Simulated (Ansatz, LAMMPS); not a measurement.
## Molecular dynamics of liquid K(F,Br) at 930 K (94 atoms)

Aim: follow liquid K(F,Br) at 930 K (94 atoms) for a short time with forces from DFT, then look at structure and electrons in the last frame.

Program: Ansatz 0.2.0. Level of theory: Kohn-Sham DFT, PBE, PAW (set soft_2), plane waves. Results are calculated unless marked as measured.

## (1) The structure

The cell holds 94 atoms: 47 K, 18 F and 29 Br. Cell: a = 15.225 Å, b = 15.225 Å, c = 15.225 Å, α = 90.0°, β = 90.0°, γ = 90.0°. 94 atoms (47 K, 18 F, 29 Br) placed at random at 2.12 g/cm³, melted at 1800 K for 10 ps at fixed volume with the Lennard-Jones and Coulomb ion parameters for SPC/E (Joung and Cheatham, J. Phys. Chem. B 112, 9020 (2008)), full charges. Snapshot at the end of a hold of 20 ps at 930 K and fixed volume.

What the set-up can't give: The starting topology of bonds comes from the classical model, and needn't be the one that DFT or experiment would give. The ion parameters were fitted for water, not for melts, so the starting structure of this cell may lie well off the real melt's. Sampling is at Γ alone, for a cell whose shortest periodic width is 15 Å.

## (2) Dynamics started at 900 K

A Langevin thermostat couples each atom to a heat bath, at the price of damped dynamics. The time step is 1.0 fs.

Input file input.yaml:

```yaml
crystal:
  lattice:
    - [15.2246, 0.0, 0.0]
    - [0.0, 15.2246, 0.0]
    - [0.0, 0.0, 15.2246]
  atoms:
    - { symbol: K, position: [0.50621, 0.28824, 0.48852] }
    - { symbol: K, position: [0.86433, 0.66925, 0.48783] }
    - { symbol: K, position: [0.43738, 0.38436, 0.12914] }
    - { symbol: K, position: [0.95309, 0.29772, 0.16028] }
    [... 84 atom lines left out ...]
    - { symbol: Br, position: [0.91768, 0.48187, 0.67117] }
    - { symbol: Br, position: [0.31028, 0.56459, 0.08973] }
    - { symbol: Br, position: [0.15162, 0.58652, 0.38874] }
    - { symbol: Br, position: [0.79455, 0.74996, 0.69678] }
    - { symbol: Br, position: [0.00982, 0.51968, 0.09704] }
    - { symbol: Br, position: [0.57045, 0.2206, 0.71068] }
kpoints:
  mp_grid: { grid: [1, 1, 1] }
hamiltonian:
  xc: pbe
scf:
  occupations: { method: fermi_dirac, width: 0.078 }
output:
  forces: true
md:
  timestep: 1.0
  n_steps: 51
  ensemble: nvt_langevin
  temperature: 900
  initial_velocities: maxwell_boltzmann
  seed: 4912
```

Command:

```bash
$ ansatz run input.yaml --threads 4 --pin off --max-ram 8192MiB --backend cpu --events-out ev --progress --plain --runs-dir out
```

It took 22 min on 4 threads of Arm Neoverse V2, shared host; peak memory 4.7 GiB.

The program notes that it switched symmetry off.

The trajectory, sampled:

| time (fs) | T (K) | potential (meV/atom) |
| --- | --- | --- |
| 0.0 | 890 | 0.0 |
| 3.0 | 849 | 1.0 |
| 7.0 | 843 | 2.7 |
| 10.0 | 845 | 4.3 |
| 14.0 | 804 | 6.7 |
| 17.0 | 770 | 8.4 |
| 20.0 | 780 | 9.7 |
| 24.0 | 753 | 11.0 |
| 27.0 | 776 | 11.8 |
| 31.0 | 713 | 12.3 |
| 34.0 | 716 | 12.5 |
| 37.0 | 715 | 12.3 |
| 41.0 | 733 | 12.2 |
| 44.0 | 766 | 12.1 |
| 48.0 | 815 | 11.9 |
| 51.0 | 788 | 11.7 |

Mean square displacement from the first frame to the last: K 0.11 Å², F 0.16 Å², Br 0.041 Å².

The mean square displacement by time lag:

| time lag (fs) | Br (Å²) | F (Å²) | K (Å²) |
| --- | --- | --- | --- |
| 1.0 | 2.0e-5 | 9.1e-5 | 5.7e-5 |
| 2.0 | 8.0e-5 | 3.6e-4 | 2.3e-4 |
| 3.0 | 1.8e-4 | 8.0e-4 | 5.1e-4 |
| 4.0 | 3.2e-4 | 0.00142 | 9.0e-4 |
| 5.0 | 4.9e-4 | 0.00220 | 0.00140 |
| 6.0 | 7.0e-4 | 0.00315 | 0.00200 |
| 7.0 | 9.5e-4 | 0.00425 | 0.00271 |
| 8.0 | 0.00123 | 0.00551 | 0.00352 |
| 9.0 | 0.00155 | 0.00692 | 0.00443 |
| 10.0 | 0.00190 | 0.00847 | 0.00544 |
| 11.0 | 0.00229 | 0.0102 | 0.00655 |
| 12.0 | 0.00271 | 0.0120 | 0.00775 |
| 13.0 | 0.00317 | 0.0140 | 0.00904 |
| 14.0 | 0.00366 | 0.0161 | 0.0104 |
| 15.0 | 0.00418 | 0.0183 | 0.0119 |
| 16.0 | 0.00474 | 0.0206 | 0.0134 |
| 17.0 | 0.00533 | 0.0231 | 0.0151 |
| 18.0 | 0.00595 | 0.0257 | 0.0168 |
| 19.0 | 0.00661 | 0.0284 | 0.0186 |
| 20.0 | 0.00729 | 0.0312 | 0.0205 |
| 21.0 | 0.00801 | 0.0341 | 0.0224 |
| 22.0 | 0.00876 | 0.0371 | 0.0245 |
| 23.0 | 0.00954 | 0.0401 | 0.0266 |
| 24.0 | 0.0103 | 0.0433 | 0.0288 |
| 26.0 | 0.0120 | 0.0500 | 0.0334 |

Over the second half of 51 fs the temperature averages 749 K with swings of 34 K r.m.s. From first frame to last F has the largest mean square displacement, 0.16 Å² at the end; the farthest move is 0.57 Å. The mean temperature of 749 K lies well off the 900 K of the input, so the thermostat hasn't yet brought the run to equilibrium. The run spans 0.05 ps, too short for its means to be equilibrium values.

## (3) Distances and neighbours late in the run

The g(r) is a mean over the second half; what follows it is taken at the last frame.

Density 2.12 g/cm³, 37.54 Å³ an atom.

Mean of 14 frames. Pair distribution functions g(r), in bins of 0.2 Å:

| r (Å) | total | K-K | K-Br | K-F | Br-Br | Br-F | F-F |
| --- | --- | --- | --- | --- | --- | --- | --- |
| 2.20 | 0.06 | 0.00 | 0.00 | 0.30 | 0.00 | 0.00 | 0.00 |
| 2.40 | 0.65 | 0.00 | 0.00 | 3.38 | 0.00 | 0.00 | 0.00 |
| 2.60 | 1.17 | 0.00 | 0.00 | 6.08 | 0.00 | 0.00 | 0.00 |
| 2.80 | 0.87 | 0.00 | 0.50 | 3.73 | 0.00 | 0.00 | 0.00 |
| 3.00 | 0.84 | 0.21 | 1.34 | 1.96 | 0.00 | 0.00 | 0.00 |
| 3.20 | 1.48 | 0.06 | 4.12 | 0.92 | 0.00 | 0.00 | 0.30 |
| 3.40 | 1.42 | 0.63 | 3.12 | 1.17 | 0.00 | 0.46 | 0.53 |
| 3.60 | 1.42 | 1.39 | 2.48 | 0.40 | 0.00 | 0.96 | 3.31 |
| 3.80 | 1.00 | 0.78 | 1.52 | 0.28 | 0.23 | 1.90 | 1.00 |
| 4.00 | 1.12 | 1.75 | 0.66 | 0.18 | 0.40 | 2.30 | 3.73 |
| 4.20 | 0.94 | 1.29 | 0.58 | 0.45 | 1.24 | 1.52 | 1.36 |
| 4.40 | 1.22 | 1.80 | 0.64 | 0.58 | 2.11 | 1.59 | 1.96 |
| 4.60 | 0.89 | 1.33 | 0.51 | 0.22 | 1.69 | 1.44 | 0.64 |
| 4.80 | 1.03 | 1.63 | 0.64 | 0.45 | 2.05 | 0.93 | 0.96 |
| 5.00 | 0.92 | 1.36 | 0.35 | 0.44 | 2.42 | 0.99 | 1.18 |
| 5.20 | 0.78 | 1.04 | 0.40 | 0.61 | 1.11 | 1.15 | 0.89 |
| 5.40 | 0.72 | 0.85 | 0.48 | 0.69 | 0.90 | 1.06 | 0.47 |
| 5.60 | 0.91 | 0.73 | 0.72 | 0.89 | 1.06 | 1.71 | 0.93 |
| 5.80 | 0.93 | 0.69 | 0.94 | 1.38 | 0.63 | 1.10 | 0.24 |
| 6.00 | 1.08 | 1.00 | 1.03 | 1.73 | 0.98 | 0.63 | 0.33 |
| 6.20 | 1.03 | 0.74 | 1.08 | 1.50 | 1.06 | 0.85 | 0.71 |
| 6.40 | 1.08 | 1.09 | 0.99 | 1.43 | 1.20 | 0.82 | 0.64 |
| 6.60 | 1.12 | 0.90 | 1.39 | 1.30 | 1.12 | 0.80 | 0.42 |
| 6.80 | 1.12 | 0.98 | 1.33 | 1.28 | 1.31 | 0.73 | 0.40 |
| 7.00 | 1.06 | 0.80 | 1.42 | 1.29 | 0.64 | 0.83 | 0.55 |
| 7.20 | 1.06 | 0.91 | 1.43 | 1.19 | 0.51 | 0.64 | 1.24 |
| 7.40 | 0.92 | 0.87 | 1.18 | 0.79 | 0.44 | 0.96 | 0.84 |

Bonds by pair of elements; cutoffs follow the first minimum of g(r), held within bounds set by covalent radii, and pairs that aren't listed don't count as bonded:

| pair A-B | cutoff (Å) | bonds | mean length (Å) | spread (Å) | shortest (Å) | B about A | A about B |
| --- | --- | --- | --- | --- | --- | --- | --- |
| K-Br | 4.13 | 154 | 3.44 | 0.294 | 2.85 | 3.28 | 5.31 |
| K-F | 3.23 | 70 | 2.70 | 0.23 | 2.26 | 1.49 | 3.89 |

The cutoff for K-F falls short of the minimum of g(r), so counts run low and odd coordinations can be artefacts.

How many atoms have how many bonded neighbours:

| element | mean | 3 | 4 | 5 | 6 | 7 | 8 |
| --- | --- | --- | --- | --- | --- | --- | --- |
| Br | 5.31 | 1 | 3 | 16 | 5 | 3 | 1 |
| F | 3.89 | 4 | 12 | 2 | 0 | 0 | 0 |
| K | 4.77 | 1 | 16 | 24 | 5 | 1 | 0 |

Bond angles (no mean is given where the spread exceeds 20°):

| angle | count | mean (°) | spread (°) |
| --- | --- | --- | --- |
| K-Br-K | 347 | - | - |
| Br-K-Br | 211 | - | - |
| Br-K-F | 181 | - | - |
| K-F-K | 104 | - | - |
| F-K-F | 43 | - | - |

Bond length by coordination (bonds to H left out):

| element | coordination | atoms | mean bond length (Å) |
| --- | --- | --- | --- |
| Br | 3 | 1 | 3.60 |
| Br | 4 | 3 | 3.27 |
| Br | 5 | 16 | 3.41 |
| Br | 6 | 5 | 3.45 |
| Br | 7 | 3 | 3.57 |
| Br | 8 | 1 | 3.55 |
| F | 3 | 4 | 2.71 |
| F | 4 | 12 | 2.68 |
| F | 5 | 2 | 2.74 |
| K | 3 | 1 | 2.97 |
| K | 4 | 16 | 3.12 |
| K | 5 | 24 | 3.24 |
| K | 6 | 5 | 3.26 |
| K | 7 | 1 | 3.40 |

For some of the pairs, g(r) has its first main peak near 3.2 Å (K-Br), 2.6 Å (K-F) and 3.9 Å (Br-F).

## (4) Single point at the last frame

The last frame is solved once more, with the analyses that the dynamics left out.

Input file input.yaml:

```yaml
crystal:
  lattice:
    - [15.2246, 0.0, 0.0]
    - [0.0, 15.2246, 0.0]
    - [0.0, 0.0, 15.2246]
  atoms:
    - { symbol: K, position: [0.51062, 0.2741, 0.48591] }
    - { symbol: K, position: [0.85646, 0.67778, 0.47258] }
    - { symbol: K, position: [0.44788, 0.38617, 0.13363] }
    - { symbol: K, position: [0.94344, 0.27859, 0.13804] }
    [... 84 atom lines left out ...]
    - { symbol: Br, position: [0.90762, 0.47725, 0.66838] }
    - { symbol: Br, position: [0.30459, 0.55762, 0.10921] }
    - { symbol: Br, position: [0.15664, 0.59038, 0.38154] }
    - { symbol: Br, position: [0.78219, 0.74384, 0.68943] }
    - { symbol: Br, position: [0.00613, 0.52482, 0.08894] }
    - { symbol: Br, position: [0.57607, 0.21985, 0.71133] }
kpoints:
  mp_grid: { grid: [1, 1, 1] }
hamiltonian:
  xc: pbe
scf:
  occupations: { method: fixed }
output:
  forces: true
  stress: true
  populations: true
  dos:
    method: { smearing: { sigma: 0.15 } }
    de: 0.1
    projected: { site_lists: { Br: [Br], F: [F], K: [K] } }
  eigenvalues: true
  write_density: true
  write_potential: true
  volumetric_format: npy
  elf: true
```

Elapsed: 61 s, on 4 threads; peak memory 4.4 GiB.

The program notes that the exchange-correlation potential is rough where the density is thin.

Numbers from this run:

```yaml
free_energy: -167671.1877 eV
free_energy_per_atom: -1783.7360 eV/atom
scf_cycles: 9
pressure: -0.1677 GPa
r_m_s_force_component: 0.3322 eV/Å
longest_force: 1.252 eV/Å
fermi_energy: 0.4678 eV
spacing_of_highest_filled_and_lowest_empty_level: 3.336 eV
spilling_of_the_projection: 0.004292
```

Length of the force by element:

| element | coordination | atoms | mean length of the force (eV/Å) | spread | least | most |
| --- | --- | --- | --- | --- | --- | --- |
| Br | all | 29 | 0.423 | 0.256 | 0.102 | 1.03 |
| F | all | 18 | 0.494 | 0.227 | 0.240 | 0.950 |
| K | all | 47 | 0.557 | 0.297 | 0.124 | 1.25 |

Löwdin charges by element (they lack the spilled electrons, 0.034 e an atom on average):

| element | coordination | atoms | mean charge (e) | spread | least | most |
| --- | --- | --- | --- | --- | --- | --- |
| Br | all | 29 | -0.676 | 0.0083 | -0.691 | -0.657 |
| F | all | 18 | -0.795 | 0.0043 | -0.805 | -0.789 |
| K | all | 47 | 0.790 | 0.0269 | 0.742 | 0.848 |

States in the cell by windows of 1 eV, zero at the Fermi level; the larger projections on atomic orbitals stand beside the total:

| from (eV) | to (eV) | total | Br p | F p | K s | Br s | K p |
| --- | --- | --- | --- | --- | --- | --- | --- |
| -14 | -13 | 19.6 | 0.0 | 0.0 | 0.7 | 9.7 | 9.0 |
| -13 | -12 | 178.2 | 0.4 | 0.2 | 2.3 | 36.6 | 138.5 |
| -12 | -11 | 140.4 | 0.3 | 0.5 | 0.4 | 8.6 | 130.5 |
| -11 | -10 | 1.8 | 0.0 | 0.0 | 0.0 | 0.1 | 1.7 |
| -10 | -3 | 0.0 | 0.0 | 0.0 | 0.0 | 0.0 | 0.0 |
| -3 | -2 | 13.2 | 0.8 | 11.8 | 0.3 | 0.0 | 0.1 |
| -2 | -1 | 127.8 | 57.7 | 63.8 | 3.9 | 0.1 | 0.8 |
| -1 | 0 | 140.2 | 107.5 | 28.7 | 2.0 | 0.1 | 0.5 |
| 0 | 1 | 0.9 | 0.7 | 0.1 | 0.0 | 0.0 | 0.0 |
| 1 | 3 | 0.0 | 0.0 | 0.0 | 0.0 | 0.0 | 0.0 |
| 3 | 4 | 2.8 | 0.1 | 0.0 | 2.2 | 0.3 | 0.0 |
| 4 | 5 | 20.6 | 1.1 | 0.2 | 15.2 | 1.0 | 0.1 |

With fixed occupations the program's Fermi level is the highest filled level; weight inside the gap is the broadening of levels at its edges.

Between -26 and -14 eV lie 36 more states.

The stored curve holds about 658 of the 752 electrons; the rest, give or take the few that broadening carries across the Fermi level, lie in deeper levels below its range.

The levels nearest the highest filled one (over half full), pooled over k-points and spins:

| level less the highest filled one (eV) | occupation |
| --- | --- |
| -0.244 | 2 |
| -0.242 | 2 |
| -0.224 | 2 |
| -0.213 | 2 |
| -0.178 | 2 |
| 0 | 2 |
| 3.34 | 0 |
| 4.07 | 0 |
| 4.25 | 0 |
| 4.33 | 0 |
| 4.41 | 0 |
| 4.49 | 0 |

Mean Löwdin charges: Br -0.68, F -0.80, K +0.79 e (they miss 0.43 % of the electrons, so they add up to more than the cell's charge). The largest share in the top eV of filled states is Br p (77 % of the projected weight), and in the lowest eV of empty states K s (84 % of the projected weight).

## (5) Results

| Quantity | Value |
| --- | --- |
| mean temperature, second half | 748.9 K |
| temperature swing, second half | 33.8 K |
| free energy per atom | -1783.7360 eV/atom |
| pressure | -0.1677 GPa |
| r.m.s. force component | 0.3322 eV/Å |
| gap (highest filled to lowest empty level) | 3.336 eV |
| wall time of the 2 DFT runs | 23 min |

Over the second half of 51 fs the temperature averages 749 K with swings of 34 K r.m.s. The mean temperature of 749 K lies well off the 900 K of the input, so the thermostat hasn't yet brought the run to equilibrium. The run spans 0.05 ps, too short for its means to be equilibrium values. The highest filled and lowest empty levels differ by 3.34 eV (at Γ alone); a semilocal functional tends to put such gaps too low. In a disordered cell it changes from sample to sample and from frame to frame.

Caveats: The pressure of a single frame lacks the kinetic term, about 0.28 GPa here.

[Logs are printed without paths, hosts, clocks, repeated set-up lines and the standing remarks that a program may print on its own settings, such as how far it seeks lower states.]

[Hosts, paths, dates, database ids (printed as entryN), source tags and the programs' standing remarks are cut or masked in the printed files.]
